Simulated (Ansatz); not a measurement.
# ThH2 (I4/mmm): phonons and vibrational spectra, part 2 of 2

Aim: the vibrations of ThH2 (I4/mmm), their spectra, and whether the structure is stable.

Ansatz 0.2.0; DFT PBEsol, scalar-relativistic, plane waves, PAW.

So far. Step 3 (Tight relaxation): The forces vanish by symmetry. The volume is held at 14.09 Å³/atom, so a pressure of -6.01 GPa remains at this level. Step 4 (Modes at Γ): Before it was imposed, the acoustic sum rule was missed by 5.5e-5 eV/Å². Small misses are needed for a sound result but don't prove that mesh and cutoff are converged. The lowest optical mode is real, 869 cm⁻¹.

**5. Phonons on a q mesh**

Stability and thermal properties need the whole zone. Linear response on a 4×4×4 q mesh gives force constants as far as a supercell of that size would.

File input.yaml:

```yaml
crystal:
  lattice:
    - [-2.0488109356, 2.0488109356, 2.5179200983]
    - [2.0488109356, -2.0488109356, 2.5179200983]
    - [2.0488109356, 2.0488109356, -2.5179200983]
  atoms:
    - { symbol: Th, position: [0.0, 0.0, 0.0] }
    - { symbol: H, position: [0.75, 0.25, 0.5] }
    - { symbol: H, position: [0.25, 0.75, 0.5] }
kpoints:
  mp_grid: { grid: [16, 16, 16] }
hamiltonian:
  xc: pbesol
scf:
  occupations: { method: methfessel_paxton, width: 0.2 }
output:
  eigenvalues: true
phonons:
  method: dfpt
  qmesh: [4, 4, 4]
  temperatures: { t_max: 400, t_step: 50 }
  qpath:
    path:
      - [[0.0, 0.0, 0.0], [0.0, 0.0, 0.5], [0.25, 0.25, 0.25], [0.0, 0.5, 0.0], [0.0, 0.0, 0.0], [0.5, 0.5, -0.5], [0.41552359, 0.58447641, -0.41552359]]
      - [[-0.41552359, 0.41552359, 0.41552359], [0.0, 0.0, 0.0]]
      - [[0.0, 0.0, 0.5], [-0.33104717, 0.33104717, 0.5]]
      - [[0.5, 0.5, -0.33104717], [0.5, 0.5, -0.5]]
    npoints: 10
```

Command:

```sh
$ ansatz run input.yaml --threads 4 --pin off --max-ram 16384MiB --backend cpu --events-out ev --progress --plain --runs-dir out
```

Numbers of over 12 decimals in the logs are rounded to 6 here.

The log of the run:

```text
Warning: phonons: the dynamical matrix that this run interpolates holds no multipole term above the dipole-dipole one, and a site of this crystal is no centre of inversion, so its interpolated transverse optical and acoustic branches and sound speeds can stay off near Gamma, and the density of states and the thermodynamics with them. What a run solves at a wave vector of phonons.qpoints, Gamma apart, where the deck admits one, is free of this, and under fd what a larger phonons.supercell samples
[...]
Crystal: 3 atoms, lattice volume = 42.277 Å³
Basis set: ecut = 420 eV, 845 PW (Γ), exchange–correlation on 54×54×54 points (8 copies of the dense FFT grid, shifted against one another)
Bands: 11, of which v1, the nominal top of the filled ones, is band 7 counted from 1 (6 counted from 0)
Symmetry: 16 space group operations
k-points: 349 of 4096
[...]
SCF iter   1: F=—  HF=-13088.909346 eV  |F-HF|=—  |Δ(HF+E_count)|=         —  Δρ=7.18e-3  dr2=1.54e-2  ethr=1.77e-3  ⟨swp⟩=4.9  Hψ=39017  notcnv=0
[...]
SCF iter   8: F=-13088.904705 eV  HF=-13088.904705 eV  |F-HF|=0.00e0  |Δ(HF+E_count)|=  5.46e-11  S|Δr|=    0.00e0  Δρ=9.15e-8  dr2=2.76e-12  ethr=1.00e-12  ⟨swp⟩=9.7  Hψ=23388  notcnv=0
SCF 1 converged in 8 iterations: F = -13088.904705 eV  dr2 = 2.76e-12
[...]
SCF iter   1: F=—  HF=-13088.904705 eV  |F-HF|=—  |Δ(HF+E_count)|=         —  Δρ=2.80e-7  dr2=2.16e-11  ethr=2.33e-8  ⟨swp⟩=4.1  Hψ=32744  notcnv=0
eigensolver tolerance schedule: the retry pair's looser diagonalisation over-reported the residual by 150897.09 of it (diagonalisation noise at an unbounded share of the residual, at the tolerance the schedule requests for it); recorded, not acted on — ethr = c·dr2/N_el stays at c = 1.0e-1
[...]
SCF iter   2: F=—  HF=-13088.904705 eV  |F-HF|=—  |Δ(HF+E_count)|=   2.96e-7  S|Δr|=    0.00e0  Δρ=1.05e-7  dr2=3.07e-12  ethr=1.00e-12  ⟨swp⟩=1.9  Hψ=15936  notcnv=0
SCF iter   3: F=-13088.904705 eV  HF=-13088.904705 eV  |F-HF|=1.82e-12  |Δ(HF+E_count)|=  5.46e-12  S|Δr|=    0.00e0  Δρ=7.01e-8  dr2=1.38e-12  ethr=1.00e-12  ⟨swp⟩=1.0  Hψ=9074  notcnv=0
SCF 2 converged in 3 iterations: F = -13088.904705 eV  dr2 = 1.38e-12
phonons: the bands overlap, so this run is a metal and interpolates without the dipole-dipole term. If the crystal is really an insulator or semiconductor, its LO-TO splitting is missing
NSCF: frozen V_eff on 349 k-points
WARN: eigensolver did not converge in 5 slots of this pass, the one above among them; of largest residual over every band (k=207): 1 band(s) unlocked (lowest unlocked band 14, counted from 0; max residual 7.48e-4 eV among the unlocked bands, 7.48e-4 eV over every band); of lowest unlocked band (k=16): band 14
[...]
DFPT response loops at q = (0, 0, 0) (fractional): preconditioner auto → Kerker (q_TF=auto, 2.269 Å⁻¹) (partly filled bands, converged f_vac=0.000); β = 1.00, the filter's whole step (`scf.mixing.beta` (0.50) is not read by the response loops under this deck's `scf.mixing.preconditioner`; to damp them name `kerker` or `kerker_dos`, under which they read `scf.mixing.beta`, and type it under 1.00, their step now; both keys bind the ground state too); Broyden in place of MSR1
[...]
SCF converged after 8 iterations
[...]
Free energy (F): -13088.904705 eV
[...]
Internal energy: -13088.904594 eV  (E = F + TS)
E sigma→0 (E₀):  -13088.904677 eV
Entropy (-TS):   -0.000111 eV (-0.037 meV/atom)
Fermi energy:    12.355600 eV
[...]
--- Band table (eV; the first three rows and the last of 349) ---
  k-point 0: bands = [... 3 lower, -5.0723, 4.3030, 8.7074, 12.2493, 12.2493, 13.1598, 13.3672, 13.3672, ... 4 higher]
  k-point 1: bands = [... 3 lower, -5.0910, 4.4492, 8.5699, 12.3344, 12.4094, 13.0857, 13.1641, 13.4952, ... 4 higher]
  k-point 2: bands = [... 3 lower, -5.1434, 4.8662, 8.2352, 12.5721, 12.6553, 12.7958, 13.0240, 13.7004, ... 4 higher]
  k-point 348: bands = [... 3 lower, -5.7153, 5.7662, 9.5502, 9.6010, 13.5612, 13.5982, 13.5982, 14.4684, ... 4 higher]
--- Phonons (Γ-DFPT): 4 representative perturbations + reference (Σ response iterations 12) ---
  ASR residual: 5.173e-5 → 0.000e0 eV/Å²; symmetrization residual: 1.965e-7 eV/Å²
  ASR residual per site (eV/Å²): 5.17e-5 1.44e-5 1.44e-5
  Γ frequencies (cm⁻¹): 0.00 0.00 0.00 868.94 878.53 878.53 946.88 946.88 970.58
--- Phonons (arbitrary-q DFPT): 13 irreducible q on the 4×4×4 mesh ---
  q = [0.0000, 0.0000, 0.0000] (star 1, of the zone-centre solve; hermiticity 6.93e-8, symmetrization 9.86e-15): 0.00 0.00 0.00 868.94 878.53 878.53 946.88 946.88 970.58
  q = [0.0000, 0.0000, 0.2500] (star 4, 4 solved perturbations in 6672 linear systems a pass and spin channel, the states on 2176 of 4096 k-point pairs; hermiticity 3.38e-8, symmetrization 7.07e-14): 54.31 57.07 88.36 851.05 876.78 913.33 934.77 936.52 969.04
[...]
q = [0.0000, 0.2500, 0.0000] (star 8, 6 solved perturbations on 2176 of 4096 k-point pairs; hermiticity 4.06e-8, symmetrization 2.91e-14): 32.04 44.31 82.47 866.15 869.88 890.23 944.75 949.22 960.08
[...]
sum rule: each row above includes the acoustic sum rule's correction from the zone centre's row sums; it moved no ω² by more than (1.97 cm⁻¹)²
  mesh force constants: q→R imaginary residual 8.14e-19; ASR residual 5.173e-5 → 0.000e0 eV/Å²; symmetrization residual 2.220e-15 eV/Å²
  interpolated dispersion: 94 rows × 9 modes
  density of states and harmonic sums: on the 20×20×24 q-mesh, interpolated from the force constants of a 4×4×4 supercell (no non-analytic term)
  largest difference from the sums on the solved wave vectors: F 5.62e-3 eV, S 1.81e-5 and C_V 4.01e-6 eV/K
  zero-point energy: 0.353921 eV/cell   skipped modes (ω ≤ 0): 3   left out of the sums: 3.47e-5 of the cell's modes: C_V's classical limit lies that fraction below 3 k_B per atom; for a crystal, a wire or a layer, F and S can be off by more, and a phonons.interpolated_qmesh denser along its periods is the remedy for the sampling
```

Run time: 20 min. Hardware: 4 threads of Intel Xeon Platinum 8259CL at 2.50GHz (Skylake/Cascade Lake), shared host; peak memory 6.2 GiB.

Numbers from this step:

```
sum-rule residual before enforcement                       : 5.17e-5 eV/Å²
lowest frequency on the path                               : 0 cm⁻¹
highest frequency on the path or at a solved wavevector    : 1004 cm⁻¹
mean frequency                                             : 634.4 cm⁻¹
Debye temperature (second moment)                          : 1386 K
logarithmic mean frequency                                 : 396.7 cm⁻¹
lowest mode on the q mesh (acoustic modes at Γ apart)      : 32.04 cm⁻¹
zero-point energy per atom                                 : 118.0 meV
heat capacity at 300 K                                     : 12.34 J/(mol atoms K)
vibrational entropy at 300 K                               : 17.99 J/(mol atoms K)
edges of the widest gap between branches, on path and mesh : 127.9, 838.9 cm⁻¹
```

Frequencies (cm⁻¹) solved at each irreducible wavevector; negative means imaginary. Frequencies by wavevector, by row:

| q in reciprocal lattice units | star | mode 1 | mode 2 | mode 3 | mode 4 | mode 5 | mode 6 | mode 7 | mode 8 | mode 9 |
| --- | --- | --- | --- | --- | --- | --- | --- | --- | --- | --- |
| 0 0 0 | 1 | 0 | 0 | 0 | 868.9 | 878.5 | 878.5 | 946.9 | 946.9 | 970.6 |
| 0 0 0.25 | 4 | 54.3 | 57.1 | 88.4 | 851 | 876.8 | 913.3 | 934.8 | 936.5 | 969 |
| 0 0 -0.5 | 2 | 87.5 | 90.9 | 127.9 | 878.7 | 893.1 | 900.6 | 904.8 | 937.2 | 974.4 |
| 0 0.25 0 | 8 | 32 | 44.3 | 82.5 | 866.1 | 869.9 | 890.2 | 944.8 | 949.2 | 960.1 |
| 0 0.25 0.25 | 16 | 66.8 | 83.8 | 117.4 | 864.9 | 875.8 | 880.8 | 925.1 | 941.3 | 985.3 |
| 0 -0.5 0 | 4 | 53.8 | 81.9 | 121.8 | 870.3 | 880 | 898.6 | 932.9 | 944.4 | 960.3 |
| 0 -0.5 0.25 | 8 | 45.2 | 87.9 | 107.7 | 857.5 | 862.7 | 906.7 | 912 | 950.4 | 970.9 |
| 0.25 0.25 0.25 | 2 | 36.5 | 105.2 | 105.2 | 848.2 | 872.1 | 911.7 | 911.7 | 944.6 | 1004 |
| 0.25 0.25 -0.25 | 2 | 64.9 | 64.9 | 70.7 | 850.5 | 850.5 | 911.4 | 923.3 | 953.9 | 953.9 |
| 0.25 -0.5 -0.5 | 8 | 79.7 | 90.6 | 114 | 850.5 | 864 | 878.6 | 923.2 | 939 | 980.7 |
| 0.25 -0.25 0.25 | 4 | 59.1 | 76.2 | 103.2 | 844.3 | 866.5 | 879.8 | 927 | 944.6 | 992.2 |
| 0.25 -0.25 -0.5 | 4 | 88.3 | 101.3 | 114.3 | 844.3 | 855.1 | 904.9 | 908.8 | 925.4 | 1001 |
| -0.5 -0.5 -0.5 | 1 | 99.5 | 99.5 | 124.2 | 839 | 870.5 | 870.5 | 927.7 | 927.7 | 975.8 |

Interpolated from a 4×4×4 q mesh. Phonon branches along the path, in cm⁻¹:

| point | branch 1 | branch 2 | branch 3 | branch 4 | branch 5 | branch 6 | branch 7 | branch 8 | branch 9 |
| --- | --- | --- | --- | --- | --- | --- | --- | --- | --- |
| Γ | 0 | 0 | 0 | 869 | 878 | 878 | 947 | 947 | 971 |
| halfway | 54 | 57 | 88 | 851 | 877 | 913 | 935 | 936 | 969 |
| X | 88 | 91 | 128 | 879 | 893 | 901 | 905 | 937 | 974 |
| halfway | 70 | 92 | 122 | 865 | 886 | 899 | 912 | 942 | 988 |
| P | 37 | 105 | 105 | 848 | 872 | 912 | 912 | 945 | 1004 |
| halfway | 50 | 93 | 115 | 871 | 876 | 877 | 924 | 943 | 986 |
| N | 54 | 82 | 122 | 870 | 880 | 899 | 933 | 944 | 960 |
| halfway | 32 | 44 | 82 | 866 | 870 | 890 | 945 | 949 | 960 |
| Γ | 0 | 0 | 0 | 869 | 878 | 878 | 947 | 947 | 971 |
| halfway | 65 | 65 | 71 | 850 | 850 | 911 | 923 | 954 | 954 |
| M | 100 | 100 | 124 | 839 | 870 | 870 | 928 | 928 | 976 |
| halfway | 99 | 100 | 122 | 839 | 870 | 870 | 926 | 929 | 980 |
| S | 97 | 101 | 117 | 840 | 866 | 872 | 919 | 932 | 989 |
| jump to S0 | 97 | 101 | 117 | 840 | 866 | 872 | 919 | 932 | 989 |
| halfway | 43 | 63 | 96 | 850 | 858 | 895 | 943 | 946 | 975 |
| Γ | 0 | 0 | 0 | 869 | 878 | 878 | 947 | 947 | 971 |
| jump to X | 88 | 91 | 128 | 879 | 893 | 901 | 905 | 937 | 974 |
| halfway | 86 | 94 | 121 | 857 | 869 | 894 | 921 | 922 | 996 |
| R | 93 | 107 | 111 | 840 | 855 | 888 | 920 | 927 | 995 |
| jump to G′ | 93 | 107 | 111 | 840 | 855 | 888 | 920 | 927 | 995 |
| halfway | 98 | 102 | 120 | 839 | 864 | 875 | 926 | 928 | 983 |
| M | 100 | 100 | 124 | 839 | 870 | 870 | 928 | 928 | 976 |

The phonon branches as a text plot (rows in cm⁻¹; labels by their first letter):

```
    983 |***** ************     *****      **********************
    942 |********************************************************
    900 |**************************  *****     ********* ******
    858 |************************************************ *******
    816 |
    774 |
    732 |
    690 |
    649 |
    607 |
    565 |
    523 |
    481 |
    439 |
    398 |
    356 |
    314 |
    272 |
    230 |
    188 |
    146 |       ***                                      *
    105 |    ******************          ************    ********
     63 |  *****  ***   **********    ****       ******
     21 |****        ***       ********             *****
         Γ       X    P    N       Γ        MS|S       Γ|X   R|GM
```

The phonon density of states has structure finer than the step of the table below, so its rows give means over 50 cm⁻¹, whole bins alone (the curve runs from 5 to 1005 cm⁻¹). Peaks (cm⁻¹: height): 85.0: 0.0486, 115.0: 0.0498, 865.0: 0.0774, 945.0: 0.0649.

Tetrahedra on a 20×20×24 mesh, mean over bins of 10 cm-1. Interpolated from a 4×4×4 q mesh. Table of phonon density of states by wavenumber; means over each step:

| wavenumber (cm⁻¹) | phonon density of states (1/cm⁻¹/cell) |
| --- | --- |
| 50 | 0.0212 |
| 100 | 0.0365 |
| 150 | 7.1e-4 |
| 200 | 0 |
| 250 | 0 |
| 300 | 0 |
| 350 | 0 |
| 400 | 0 |
| 450 | 0 |
| 500 | 0 |
| 550 | 0 |
| 600 | 0 |
| 650 | 0 |
| 700 | 0 |
| 750 | 0 |
| 800 | 0 |
| 850 | 0.0353 |
| 900 | 0.0348 |
| 950 | 0.0396 |

The partial phonon density of states has structure finer than the step of the table below, so its rows give means over 50 cm⁻¹, whole bins alone (the curve runs from -10 to 1044 cm⁻¹). Peaks (cm⁻¹: height): H 865.1: 0.0669, 944.7: 0.0549; Th 89.4: 0.0410.

Phonopy on the run's constants, 17x17x19 mesh, Gaussian sigma 7.5 cm-1. Interpolated from a 4×4×4 q mesh. Table of partial phonon density of states by wavenumber; means over each step; values in 1/cm⁻¹/cell:

| wavenumber (cm⁻¹) | H | Th |
| --- | --- | --- |
| 50 | 1.1e-4 | 0.0213 |
| 100 | 7.6e-5 | 0.0348 |
| 150 | 4.2e-7 | 0.00192 |
| 200 | 0 | 0 |
| 250 | 0 | 0 |
| 300 | 0 | 0 |
| 350 | 0 | 0 |
| 400 | 0 | 0 |
| 450 | 0 | 0 |
| 500 | 0 | 0 |
| 550 | 0 | 0 |
| 600 | 0 | 0 |
| 650 | 0 | 0 |
| 700 | 0 | 0 |
| 750 | 0 | 0 |
| 800 | 2.2e-5 | 0 |
| 850 | 0.0342 | 1.3e-4 |
| 900 | 0.0361 | 5.8e-5 |
| 950 | 0.0390 | 1.3e-5 |
| 1000 | 0.0104 | 1.2e-6 |

Harmonic thermodynamic functions per atom, from the density of states. Interpolated from a 4×4×4 q mesh. Thermodynamic functions, by row:

| T (K) | F_vib (meV/atom) | S (J/mol-atom/K) | C_V (J/mol-atom/K) |
| --- | --- | --- | --- |
| 0 | 118 | 0 | 0 |
| 50 | 117.3 | 3.637 | 5.34 |
| 100 | 114.2 | 8.139 | 7.366 |
| 200 | 102.6 | 13.71 | 9.1 |
| 300 | 86.15 | 17.99 | 12.34 |
| 400 | 65.41 | 21.99 | 15.54 |

Harmonic mean-square displacement, third of the trace. Interpolated from a 4×4×4 q mesh. Mean square displacements, by row:

| T (K) | Th1 U_eq (Å²) | H2 U_eq (Å²) | H3 U_eq (Å²) |
| --- | --- | --- | --- |
| 0 | 0.00109 | 0.01893 | 0.01893 |
| 100 | 0.00418 | 0.02143 | 0.02143 |
| 300 | 0.0121 | 0.02786 | 0.02786 |
| 600 | 0.02411 | 0.04107 | 0.04107 |

Symmetry leaves 13 wavevectors to solve. The lowest mode among them, the acoustic zeros apart, lies at q = (0, 0.25, 0) and is real, 32.0 cm⁻¹.

**6. Outcome**

```json
{
 "space group after relaxation (within 0.01 Å)": "I4/mmm",
 "volume per atom": "14.1 Å³",
 "electronic character": "no gap on this mesh",
 "highest optical mode at the zone centre (no LO-TO term)": "971 cm⁻¹",
 "lowest optical zone-centre mode": "869 cm⁻¹",
 "lowest mode on the q mesh (acoustic modes at Γ apart)": "32.0 cm⁻¹",
 "highest frequency on the path or at a solved wavevector": "1004 cm⁻¹",
 "zero-point energy per atom": "118 meV",
 "heat capacity at 300 K": "12.3 J/(mol atoms K)",
 "vibrational entropy at 300 K": "18.0 J/(mol atoms K)",
 "Debye temperature (second moment)": "1386 K",
 "imaginary modes on the 4×4×4 q mesh": "none"
}
```

The structure is a minimum as far as tested: no mode is imaginary at the 13 irreducible wavevectors of the 4×4×4 mesh, and the softest away from the acoustic zeros lies at 32 cm⁻¹. The optical modes at Γ span 869 to 971 cm⁻¹. The highest mode in this list at Γ, 970.6 cm⁻¹, is mostly motion of H (100 % of the kinetic energy). On the path and the mesh, the widest gap between branches runs from 128 to 839 cm⁻¹. The volume was held at that of the database entry and not relaxed, so the modes belong to a cell under -6.01 GPa at this level. With no gap, or one that is small against the smearing, the frequencies hang on the k mesh and the smearing, most of all near Kohn anomalies. Spin-orbit coupling is left out, which can matter for the heavy elements here. A phonon run warned that its eigensolver left some bands unconverged in a pass. These are harmonic frequencies at zero temperature: anharmonic shifts, linewidths and thermal expansion are left out.

[Logs are printed without paths, hosts, clocks, repeated set-up lines and the standing remarks that a program may print on its own settings, such as how far it seeks lower states.]

[Hosts, paths, dates, database ids (printed as entryN), source tags and the programs' standing remarks are cut or masked in the printed files.]
